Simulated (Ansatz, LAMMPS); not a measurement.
# What went wrong? glassy 62P2O5-14Al2O3-24BaO (mol %) (160 atoms)

Program: Ansatz 0.2.0. The cell: 36 P, 8 Al, 7 Ba and 109 O.

Input file input.yaml:

```yaml
crystal:
  lattice:
    - [13.24551, 0.0, 0.0]
    - [0.0, 13.24551, 0.0]
    - [0.0, 0.0, 13.24551]
  atoms:
    - { symbol: P, position: [0.03781, 0.98741, 0.85929] }
    - { symbol: P, position: [0.43214, 0.16362, 0.99884] }
    - { symbol: P, position: [0.95686, 0.60953, 0.82538] }
    - { symbol: P, position: [0.1754, 0.9554, 0.17996] }
    - { symbol: P, position: [0.99952, 0.16, 0.70801] }
    - { symbol: P, position: [0.6162, 0.74181, 0.08697] }
    - { symbol: P, position: [0.81557, 0.13591, 0.56287] }
    - { symbol: P, position: [0.62199, 0.552, 0.47507] }
    - { symbol: P, position: [0.08982, 0.90801, 0.50571] }
    - { symbol: P, position: [0.85931, 0.91114, 0.98527] }
    - { symbol: P, position: [0.05597, 0.67026, 0.02253] }
    - { symbol: P, position: [0.04812, 0.47212, 0.12548] }
    - { symbol: P, position: [0.5026, 0.40903, 0.60393] }
    - { symbol: P, position: [0.63434, 0.03682, 0.98017] }
    - { symbol: P, position: [0.16927, 0.12624, 0.52587] }
    - { symbol: P, position: [0.02598, 0.38926, 0.80368] }
    - { symbol: P, position: [0.83397, 0.77027, 0.37035] }
    - { symbol: P, position: [0.69829, 0.30653, 0.6757] }
    [... 136 atom lines left out ...]
    - { symbol: O, position: [0.30722, 0.69867, 0.16818] }
    - { symbol: O, position: [0.92599, 0.38117, 0.86502] }
    - { symbol: O, position: [0.74943, 0.31364, 0.93423] }
    - { symbol: O, position: [0.35572, 0.14941, 0.2813] }
    - { symbol: O, position: [0.03992, 0.76965, 0.08264] }
    - { symbol: O, position: [0.8999, 0.26552, 0.04797] }
kpoints:
  mp_grid: { grid: [1, 1, 1] }
hamiltonian:
  xc: pbe
scf:
  occupations: { method: methfessel_paxton, width: 1.0 }
  max_iter: 75
output:
  forces: true
```

Run with:

```bash
> ansatz run input.yaml --threads 8 --pin off --max-ram 15872MiB --backend cpu --events-out ev --progress --plain --runs-dir out
```

Numbers of over 12 decimals in the logs are rounded to 6 here.

The log of the run:

```text
band count auto-derived: 696 (N_el = 928.0; filled up to band 464; 624 by the electrons, moments and atoms)
Engine: ansatz 0.2.0, x86_64-unknown-linux-gnu
Pseudopotentials: kind: paw
Pseudopotential: P, paw, valence charge 5, recommended cutoff 420 eV (normal), P.paw.azcp
Pseudopotential: Al, paw, valence charge 3, recommended cutoff 420 eV (normal), Al.paw.azcp
Pseudopotential: Ba, paw, valence charge 10, recommended cutoff 420 eV (normal), Ba.paw.azcp
Pseudopotential: O, paw, valence charge 6, recommended cutoff 420 eV (normal), O.paw.azcp
[... 5 lines on functional and potentials left out ...]
Crystal: 160 atoms, lattice volume = 2323.839 Å³
Basis set: ecut = 420 eV, 45385 PW (Γ), exchange–correlation on 180×180×180 points (8 copies of the dense FFT grid, shifted against one another)
Bands: 696, of which v1, the nominal top of the filled ones, is band 464 counted from 1 (463 counted from 0)
Symmetry: 1 space group operations
Space group: P1 (ITA 1), of the structure as read, at distance tolerance 1.3e-4 Å
k-points: 1
[... 9 lines on functional and potentials left out ...]
Initial density: superposition of atomic densities (neutral atoms: chi_scale 0, normalization atom), corrected by the library's trained network
Initial wavefunctions: pseudopotential atomic-orbital guess
Functional: x = pbe(κ = 0.804, μ = 0.219515), c = pbe(β = 0.066725)
SCF iter   1: F=—  HF=-135072.253343 eV  |F-HF|=—  |Δ(HF+E_count)|=         —  Δρ=7.15e-3  dr2=2.33e0  ethr=1.77e-3  ⟨swp⟩=13.0  Hψ=5070  notcnv=0
preconditioner: auto → LDOS  [insulator: Δε(μ)=2.216 eV  Ē_g=16.470 eV  σ=1.000 eV  W_gap=0.82  n_scr=484 (ndim 8)  ℏωp=23.3 eV  f_vac=0.179  D(μ)=6.66/eV (n_scr^D=18)  ε∞_Penn≈3.0  β→1.0]
SCF iter   2: F=—  HF=-135090.310710 eV  |F-HF|=—  |Δ(HF+E_count)|=    1.81e1  S|Δr|=    0.00e0  Δρ=6.36e-2  dr2=2.37e2  ethr=2.51e-4  ⟨swp⟩=4.0  Hψ=1521  notcnv=0  defer=2  recentre
SCF iter   3: F=—  HF=-135072.373596 eV  |F-HF|=—  |Δ(HF+E_count)|=    1.79e1  S|Δr|=    0.00e0  Δρ=7.31e-3  dr2=2.32e0  ethr=2.51e-4  ⟨swp⟩=5.0  Hψ=1402  notcnv=0
SCF iter   4: F=—  HF=-135072.307220 eV  |F-HF|=—  |Δ(HF+E_count)|=   6.64e-2  S|Δr|=    0.00e0  Δρ=6.82e-3  dr2=1.97e0  ethr=2.50e-4  ⟨swp⟩=2.0  Hψ=804  notcnv=0
SCF iter   5: F=—  HF=-135072.239821 eV  |F-HF|=—  |Δ(HF+E_count)|=   6.74e-2  S|Δr|=    0.00e0  Δρ=6.34e-3  dr2=1.65e0  ethr=2.12e-4  ⟨swp⟩=2.0  Hψ=572  notcnv=0
SCF iter   6: F=—  HF=-135072.155687 eV  |F-HF|=—  |Δ(HF+E_count)|=   8.41e-2  S|Δr|=    0.00e0  Δρ=6.03e-3  dr2=1.38e0  ethr=1.78e-4  ⟨swp⟩=2.0  Hψ=936  notcnv=0
SCF iter   7: F=—  HF=-135072.230699 eV  |F-HF|=—  |Δ(HF+E_count)|=   7.50e-2  S|Δr|=    0.00e0  Δρ=6.76e-3  dr2=1.60e0  ethr=1.49e-4  ⟨swp⟩=2.0  Hψ=1163  notcnv=0
SCF iter   8: F=—  HF=-135072.177259 eV  |F-HF|=—  |Δ(HF+E_count)|=   5.34e-2  S|Δr|=    0.00e0  Δρ=6.05e-3  dr2=1.28e0  ethr=1.49e-4  ⟨swp⟩=2.0  Hψ=869  notcnv=0
SCF iter   9: F=—  HF=-135072.048304 eV  |F-HF|=—  |Δ(HF+E_count)|=   1.29e-1  S|Δr|=    0.00e0  Δρ=5.06e-3  dr2=8.57e-1  ethr=1.38e-4  ⟨swp⟩=3.0  Hψ=883  notcnv=0
SCF iter  10: F=—  HF=-135072.064886 eV  |F-HF|=—  |Δ(HF+E_count)|=   1.66e-2  S|Δr|=    0.00e0  Δρ=5.27e-3  dr2=9.13e-1  ethr=9.23e-5  ⟨swp⟩=2.0  Hψ=845  notcnv=0
[...]
SCF iter  62: F=—  HF=-135071.828120 eV  |F-HF|=—  |Δ(HF+E_count)|=   9.12e-8  S|Δr|=    0.00e0  Δρ=1.16e-5  dr2=2.84e-6  ethr=3.93e-10  ⟨swp⟩=3.0  Hψ=964  notcnv=0  defer=3
SCF iter  63: F=—  HF=-135071.828120 eV  |F-HF|=—  |Δ(HF+E_count)|=   1.25e-7  S|Δr|=    0.00e0  Δρ=1.03e-5  dr2=2.38e-6  ethr=3.06e-10  ⟨swp⟩=2.0  Hψ=1043  notcnv=0  defer=3
SCF iter  64: F=—  HF=-135071.828120 eV  |F-HF|=—  |Δ(HF+E_count)|=   2.13e-8  S|Δr|=    0.00e0  Δρ=1.03e-5  dr2=2.31e-6  ethr=2.56e-10  ⟨swp⟩=2.0  Hψ=528  notcnv=0  defer=3
SCF iter  65: F=—  HF=-135071.828120 eV  |F-HF|=—  |Δ(HF+E_count)|=   1.73e-7  S|Δr|=    0.00e0  Δρ=1.12e-5  dr2=2.76e-6  ethr=2.49e-10  ⟨swp⟩=2.0  Hψ=1037  notcnv=0  defer=3
SCF iter  66: F=—  HF=-135071.828120 eV  |F-HF|=—  |Δ(HF+E_count)|=   3.58e-7  S|Δr|=    0.00e0  Δρ=9.91e-6  dr2=2.08e-6  ethr=2.49e-10  ⟨swp⟩=2.0  Hψ=883  notcnv=0  defer=3
SCF iter  67: F=—  HF=-135071.828120 eV  |F-HF|=—  |Δ(HF+E_count)|=   3.34e-8  S|Δr|=    0.00e0  Δρ=9.85e-6  dr2=2.17e-6  ethr=2.24e-10  ⟨swp⟩=2.0  Hψ=826  notcnv=0  defer=3
SCF iter  68: F=—  HF=-135071.828120 eV  |F-HF|=—  |Δ(HF+E_count)|=   1.85e-7  S|Δr|=    0.00e0  Δρ=8.00e-6  dr2=1.50e-6  ethr=2.24e-10  ⟨swp⟩=3.0  Hψ=953  notcnv=0  defer=3
SCF iter  69: F=—  HF=-135071.828120 eV  |F-HF|=—  |Δ(HF+E_count)|=   7.53e-8  S|Δr|=    0.00e0  Δρ=7.27e-6  dr2=1.28e-6  ethr=1.62e-10  ⟨swp⟩=2.0  Hψ=1035  notcnv=0  defer=3
SCF iter  70: F=—  HF=-135071.828119 eV  |F-HF|=—  |Δ(HF+E_count)|=   9.44e-8  S|Δr|=    0.00e0  Δρ=6.54e-6  dr2=1.00e-6  ethr=1.08e-10  ⟨swp⟩=3.0  Hψ=2126  notcnv=0
SCF iter  71: F=-135071.828119 eV  HF=-135071.828120 eV  |F-HF|=4.70e-7  |Δ(HF+E_count)|=   1.35e-8  S|Δr|=    0.00e0  Δρ=5.68e-6  dr2=7.41e-7  ethr=1.08e-10  ⟨swp⟩=5.0  Hψ=1713  notcnv=0
SCF 1 converged in 71 iterations: F = -135071.828119 eV  dr2 = 7.41e-7
[...]
SCF converged after 71 iterations
Stability not checked: this state was not tested for a lower state beside it, because cold or Methfessel-Paxton smearing, or corrected tetrahedra, fill the levels in a way that the test cannot read (fill_not_monotonic; see scf.lower_state_search)
Free energy (F): -135071.828119 eV
Harris-Foulkes:  -135071.828120 eV  (|F-HF|=4.70e-7)
Internal energy: -135075.025205 eV  (E = F + TS)
E sigma→0 (E₀):  -135072.627391 eV
Entropy (-TS):   3.197086 eV (19.982 meV/atom)
Fermi energy:    4.458939 eV
Step filling:    the computed levels leave a gap of 1.9425 eV = 1.9 smearing widths at the electron count; against every level under it full and every level over it empty, smearing changes F+E_penalty+E_count by +1688.848 meV and its σ→0 estimate by +889.577 meV
--- Per-component energies (eV) ---
  E_band       = -4747.684567
  E_kinetic    = 23618.795305
  E_local      = -68536.034972  (includes V_loc(G=0)·N_el)
  E_nonlocal   = 6805.682839
  E_hartree    = 25824.054823
  E_xc         = -11835.429726
  E_vxc        = -13741.558755  (∫ρ·V_xc dr)
  E_paw        = -78125.293581  (= ΣΔE_a)
  E_vpaw       = -4542.965190  (= ΣTr[D̂ρ^β])
  E_aug_tail   = 0.276858  (compensation charges beyond the density's cutoff)
  E_ewald      = -32827.076751
  E_smearing   = 3.197086  (= −TS)
  E_closure    = 0.000000  (closes the sum)
  Σ components = -135071.828119   (vs F -135071.828119, Δ=0.00e0)
--- Forces (eV/Å), atoms counted from 1 ---
  atom   1  P     -0.58564869    -0.35876227     0.66817220
  atom   2  P     -0.56452268     2.75903364    -2.89081647
  atom   3  P     -1.41572569     0.16936130    -1.72847056
  atom   4  P      4.12625184     1.18391022    -0.19095545
  atom   5  P      3.06039745     0.48740488    -1.50095696
  atom   6  P     -1.61911699    -1.73769298     3.47055140
  atom   7  P      3.09250082     3.32645406    -0.93076332
  atom   8  P      0.43376664     3.59279573     3.84776008
  atom   9  P     -0.97795203    -2.18206597    -1.81933428
  atom  10  P     -3.97320417    -1.63261797    -2.27941892
  atom  11  P      2.95877736     4.00347022    -3.03650239
  atom  12  P     -1.65939377    -1.58230509    -2.05524753
  atom  13  P     -1.18193992     1.38772816     2.08460296
  atom  14  P     -1.05600308    -3.41670407     0.18956965
[...]
atom 159  O     -0.44906258    -1.20189863     0.02474532
  atom 160  O     -2.62406177     3.91942682    -1.30952074
  max |Σ_I F_I| component: 1.36e-4 eV/Å
```

The job ended after 93 s (8 threads of Intel Xeon Platinum 8488C (Sapphire Rapids), shared host; peak memory 4.1 GiB; 11 min of CPU time).

In the SCF lines HF is the Harris–Foulkes energy and dr2 the Hartree energy of the density residual, in eV; the loop may stop once dr2 is under the threshold and the program's other checks hold. Hψ counts applications of the Hamiltonian.

Against a sound run (Kohn-Sham DFT, PBE, PAW (set soft_2), plane waves):

- r.m.s. difference of force components: 228.4 meV/Å
- longest difference of force vectors: 1369 meV/Å
- force difference over r.m.s. force: 15.1 %

What is at fault here, and what would mend it?

A smearing of electronvolts: scf.occupations = {"method": "methfessel_paxton", "width": 1.0}.

The fix is to set scf.occupations back to {"method": "fixed"}.

The run converged all the same, so the exit status doesn't show the fault.

[Logs are printed without paths, hosts, clocks, repeated set-up lines and the standing remarks that a program may print on its own settings, such as how far it seeks lower states.]

[Hosts, paths, dates, database ids (printed as entryN), source tags and the programs' standing remarks are cut or masked in the printed files.]
